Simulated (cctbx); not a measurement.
# Accept or mend?

Cell a = 5.6940 Å, b = 5.6940 Å, c = 4.4740 Å, α = 90.00°, β = 90.00°, γ = 120.00°; space group P-6m2 (no. 187).

Simulated single-crystal data (cctbx): Cu Kα, λ = 1.54184 Å, to d = 0.83 Å, 50 % of the full sphere, strongest reflection 5000 counts, noise from counting, a 3 % proportional error and a noise floor of 2 counts (s.d.); no absorption.

An isotropic refinement with weights 1/σ² prints:

```text
Rint 0.039, 109 unique reflections to 0.84 A
cycle     R1     wR2    GooF  max shift (A)
   1  0.1396  0.3316   9.811   0.27457
  12  0.0208  0.0756   2.236   0.08115
final R1 0.0228 wR2 0.0772 GooF 2.285  parameters 7  data/parameter 15.6
atom        x        y        z      Ueq    occ   su(xyz)  su(Uiso or U11)
Pb1    0.00000  0.00000  0.00000   0.0109  1.000  0.00000  0.0008
Pt1    0.83414  0.66828  0.50000   0.0137  1.000  0.00056  0.0006
Ce1    0.33333  0.66667  0.00000   0.0120  1.000  0.00000  0.0008
Cr1    0.66667  0.33333  0.00000   0.0208  1.000  0.00000  0.0036
Cr2    0.15212  0.84788  0.50000   0.9761  1.000  0.01254  0.1062
difference map: max 2.83 min -1.23 rms 0.48
Q1    0.0000  0.0000  0.1045    2    2.99  0.47 A from Pb1
Q2    0.2912  0.5824  0.0000    3    2.71  0.42 A from Ce1
Q3    0.3335  0.1667  0.4000    6    2.03  0.45 A from Pt1
Q4    0.2422  0.0605  0.0000    6    1.21  1.24 A from Pb1
Q5    0.3333  0.6667  0.2225    2    1.10  1.00 A from Ce1
Q6    0.6667  0.3333  0.0983    2    1.07  0.44 A from Cr1
```

Q: Accept it or mend it, and why?

Mend it. The fault: spurious atom: Cr2. Against the right model at the same level, R1 goes from 0.0155 to 0.0228 and GooF from 1.09 to 2.29 and Cr2 takes U = 0.98 Å². A site with no density behind it hides by a very large U or drifts. The fit had not settled when the cycles ran out.

The compound is CeCrPt3Pb. The right model at the same level gives:

```text
Rint 0.039, 109 unique reflections to 0.84 A
cycle     R1     wR2    GooF  max shift (A)
   1  0.0468  0.1088   3.189   0.01176
   2  0.0155  0.0373   1.093   0.00000
final R1 0.0155 wR2 0.0373 GooF 1.093  parameters 5  data/parameter 21.8
atom        x        y        z      Ueq    occ   su(xyz)  su(Uiso or U11)
Pb1    0.00000  0.00000  0.00000   0.0118  1.000  0.00000  0.0004
Pt1    0.83419  0.66839  0.50000   0.0149  1.000  0.00027  0.0003
Ce1    0.33333  0.66667  0.00000   0.0127  1.000  0.00000  0.0004
Cr1    0.66667  0.33333  0.00000   0.0244  1.000  0.00000  0.0018
difference map: max 1.83 min -1.37 rms 0.29
Q1    0.0000  0.0000  0.1153    2    1.85  0.52 A from Pb1
Q2    0.3336  0.1668  0.3955    6    1.39  0.47 A from Pt1
Q3    0.2834  0.5667  0.0000    3    1.29  0.49 A from Ce1
Q4    0.9692  0.4083  0.5000    6    1.16  1.20 A from Pt1
Q5    0.2360  0.0537  0.0000    6    1.02  1.22 A from Pb1
Q6    0.3333  0.6667  0.4088    2    0.98  1.83 A from Ce1
```

The model is made up (kin elements in a known structure type, no relaxation), so it says nothing on whether the phase exists.

[Middle refinement cycles are left out of these outputs.]

[Logs are printed without paths, hosts, clocks, repeated set-up lines and the standing remarks that a program may print on its own settings, such as how far it seeks lower states.]
